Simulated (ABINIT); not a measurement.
# SiO2 (Quartz): a self-consistent loop beyond G0W0, cycle by cycle, part 3 of 3

Wanted: G0W0 and self-consistent gaps of SiO2 (Quartz), with the cost of the cycles.

ABINIT 10.8.3; PBE and many-body steps on it, plane waves. Known limits of the many-body steps: not at the basis limit; coarse k mesh.

So far. Step 10 (evGW, cycle 1): Against G0W0 in ABINIT (3×3×2 mesh, 216 bands, screening to 155.1 eV, Godby-Needs plasmon pole), the gap moves by +0.933 eV. Step 13 (evGW, cycle 2): Against the cycle before, the gap moves by +0.058 eV.

### Step 15. Screening, 3×3×2 mesh, 216 bands, screening to 155.1 eV

This step: RPA screening on PBE from quasiparticle energies, plane waves, norm-conserving pseudopotentials.

Contents of run.abi:

```
acell 3*1.0 Angstrom
rprim 
  4.915799999986 0.000000000003 0.000000000000
  -2.457899999996 4.257207679910 0.000000000000
  0.000000000000 0.000000000000 5.409100000000
ntypat 2
znucl 14 8
natom 9
typat 1 1 1 2 2 2 2 2 2
xred 
  0.530300000000 0.000000000000 0.333333333333
  0.000000000000 0.530300000000 0.666666666667
  0.469700000000 0.469700000000 -0.000000000000
  0.146200000000 0.414200000000 0.881000000000
  0.585800000000 0.732000000000 0.214333333333
  0.268000000000 0.853800000000 0.547666666667
  0.414200000000 0.146200000000 0.119000000000
  0.732000000000 0.585800000000 0.785666666667
  0.853800000000 0.268000000000 0.452333333333
pp_dirpath "pseudos"
pseudos "Si.upf, O.upf"
ecut 36
ngkpt 3 3 2
nshiftk 1
shiftk 0 0 0
kptopt 1
chksymbreak 0
istwfk *1
occopt 1
irdwfk 1
optdriver 3
nband 216
ecuteps 5.7
inclvkb 2
awtr 1
symchi 1
irdqps 1
gwcalctyp 10
nqptdm 5
qptdm 
  0.3333333333 0.0000000000 0.0000000000
  0.3333333333 0.3333333333 0.0000000000
  0.0000000000 0.0000000000 0.5000000000
  0.3333333333 0.0000000000 0.5000000000
  0.3333333333 0.3333333333 0.5000000000
indata_prefix "in"
outdata_prefix "out"
tmpdata_prefix "tmp"
```

Contents of mrgscr.stdin:

```
2
merged
q0_SCR
out_SCR
1
```

Launch:

```
OMP_NUM_THREADS=1 mpirun -n 4 abinit run.abi > log; mrgscr < mrgscr.stdin
```

Numbers of over 12 decimals in the logs are rounded to 6 here.

Log:

```text
.Version 10.8.3 of ABINIT. v10.8.2 released Aug 2026.

 Symmetries : space group P3_1 2 1 (#152); Bravais hP (primitive hexag.)
[... echo of the input left out ...]
== DATASET  1 ==================================================================
-   mpi_nproc: 4, omp_nthreads: 1 (-1 if OMP is not activated)

--- !DatasetInfo
iteration_state: {dtset: 1, }
dimensions: {natom: 9, nkpt: 6, mband: 216, nsppol: 1, nspinor: 1, nspden: 1, mpw: 7935, }
cutoff_energies: {ecut:  36.0, pawecutdg:  -1.0, }
[...]
q-point number  1        q = ( 0.333333, 0.000000, 0.000000) [r.l.u.]
--------------------------------------------------------------------------------
[... chi0 elements left out ...]
  Average fulfillment of the sum rule on Im[epsilon] for q-point    2 :     81.88  [%]

--------------------------------------------------------------------------------
  q-point number  2        q = ( 0.333333, 0.333333, 0.000000) [r.l.u.]
--------------------------------------------------------------------------------
[... chi0 elements left out ...]
  Average fulfillment of the sum rule on Im[epsilon] for q-point    3 :     79.14  [%]

 [... 3 further q-points ...]
```

The job ended after 80 s (4 MPI ranks of Arm Neoverse V2, shared host; peak memory 2 GiB).

This step gave:

```
plasma frequency                    : 24.18 eV
plane waves in the screening matrix : 503
```

This screening reads the quasiparticle levels of the cycle before.

### Step 16. evGW, cycle 3

This step: evGW on PBE, plane waves, norm-conserving pseudopotentials.

run.abi, as its differences from that of step 15:

```diff
@@ -30,12 +30,10 @@
 irdwfk 1
-optdriver 3
+optdriver 4
 nband 216
-ecuteps 5.7
-inclvkb 2
-awtr 1
-symchi 1
-irdqps 1
 gwcalctyp 10
-nqptdm 5
-qptdm 
+ecutsigx 36
+symsigma 1
+nkptgw 6
+kptgw 
+  0.0000000000 0.0000000000 0.0000000000
   0.3333333333 0.0000000000 0.0000000000
@@ -45,2 +43,13 @@
   0.3333333333 0.3333333333 0.5000000000
+bdgw 
+  7 32
+  7 32
+  7 32
+  7 32
+  7 32
+  7 32
+ecuteps 5.7
+irdscr 1
+ppmodel 1
+irdqps 1
 indata_prefix "in"
```

Launch:

```
OMP_NUM_THREADS=1 mpirun -n 4 abinit run.abi > log
```

Log:

```text
.Version 10.8.3 of ABINIT. v10.8.2 released Aug 2026.

 Symmetries : space group P3_1 2 1 (#152); Bravais hP (primitive hexag.)
[... echo of the input left out ...]
== DATASET  1 ==================================================================
-   mpi_nproc: 4, omp_nthreads: 1 (-1 if OMP is not activated)

--- !DatasetInfo
iteration_state: {dtset: 1, }
dimensions: {natom: 9, nkpt: 6, mband: 216, nsppol: 1, nspinor: 1, nspden: 1, mpw: 7935, }
cutoff_energies: {ecut:  36.0, pawecutdg:  -1.0, }
[...]
.  kptgw no:  4; Maximum DeltaE = (   0.002  -0.000) for band index:  1
.  kptgw no:  5; Maximum DeltaE = (   0.002   0.000) for band index:  1
.  kptgw no:  6; Maximum DeltaE = (   0.002  -0.000) for band index:  1

== END DATASET(S) ==============================================================
================================================================================

 -outvars: echo values of variables after computation  --------
           etotal      0.0000000000E+00
            nband         216
             nkpt           6
          spgroup         152
 [... the other variables as echoed above ...]

 Calculation completed.
```

Run time: 12 min. Hardware: 4 MPI ranks; peak memory 2.7 GiB; 49 min of CPU time.

Numbers from this step:

```yaml
quasiparticle_gap_on_the_mesh: 9.616 eV
gap_of_the_density_functional_on_the_mesh: 6.038 eV
k_of_the_valence_top: 0.3333, 0.3333, 0
k_of_the_conduction_bottom: 0, 0, 0
least_direct_quasiparticle_gap_on_the_computed_points: 10.01 eV
```

Against the cycle before, the gap moves by +0.006 eV.

### Step 17. The runs together

Times are wall times on 4 MPI ranks of Arm Neoverse V2, shared host, good to a factor of about two. A run's time includes the screening step that it read.

```
           run   mesh  bands  screening cutoff (eV)  DFT gap (eV)  gap on the mesh (eV)  direct (eV)  ε∞ used     time
          G0W0  3×3×2    216                  155.1         6.038                 8.619        9.012     2.33  3.3 min
evGW0, cycle 1  3×3×2    216                  155.1         6.038                 9.109        9.519     2.33   15 min
evGW0, cycle 2  3×3×2    216                  155.1         6.038                 9.007        9.400     2.33   14 min
evGW0, cycle 3  3×3×2    216                  155.1         6.038                 9.003        9.398     2.33   14 min
 evGW, cycle 1  3×3×2    216                  155.1         6.038                 9.552        9.950     2.08   15 min
 evGW, cycle 2  3×3×2    216                  155.1         6.038                 9.610       10.009     2.05   15 min
 evGW, cycle 3  3×3×2    216                  155.1         6.038                 9.616       10.014     2.04   15 min
```

### Step 18. Results

```
G0W0           : 8.619 eV
evGW0, cycle 1 : 9.109 eV
evGW0, cycle 2 : 9.007 eV
evGW0, cycle 3 : 9.003 eV
evGW, cycle 1  : 9.552 eV
evGW, cycle 2  : 9.610 eV
evGW, cycle 3  : 9.616 eV
known limits   : not at the basis limit; coarse k mesh
```

Only the bands that the input lists are updated; the others, empty or deep, keep the functional's energies or take a rigid shift. The evGW loop starts from the last levels of evGW0, so its cycles and time come on top of those. evGW0 ends at 9.00 eV, +0.38 eV from G0W0, after 3 cycles that took 36 min beside the first screening; the last moved the gap by 0.004 eV. evGW ends at 9.62 eV, +1.00 eV from G0W0, after 3 cycles that took 44 min beside the first screening; the last moved the gap by 0.006 eV. The first cycle of evGW0 takes the full correction, without the factor Z, so it overshoots the one-shot value. Bands and cutoff are finite, so the gap is not at the basis limit. The miss can reach some tenths of an eV and take either sign; the mesh is an error of its own. The 3×3×2 mesh is coarse for this cell, which bears on the long-range parts of exchange and screening. In the updated screening the q = 0 part is built from Kohn-Sham bands under a rigid shift, the other q from the quasiparticle levels.

[Paths, hosts, dates, memory and timing lines, banners, echoed tables and standing remarks are left out of the program output.]

[Logs are printed without paths, hosts, clocks, repeated set-up lines and the standing remarks that a program may print on its own settings, such as how far it seeks lower states.]

[Runs of the session that timed out or met a known fault of the program may be left out.]

[Hosts, paths, dates, database ids (printed as entryN), source tags and the programs' standing remarks are cut or masked in the printed files.]

[G0W0 gaps are taken among the corrected bands and points alone; a level outside them can change the order at an edge.]

[Where Ansatz stands beside ABINIT at settings called matched, ABINIT's density can come from a denser mesh and the files from another edition; pairs whose starting gaps differed by over 0.03 eV were left out, so agreement reads better than it is.]
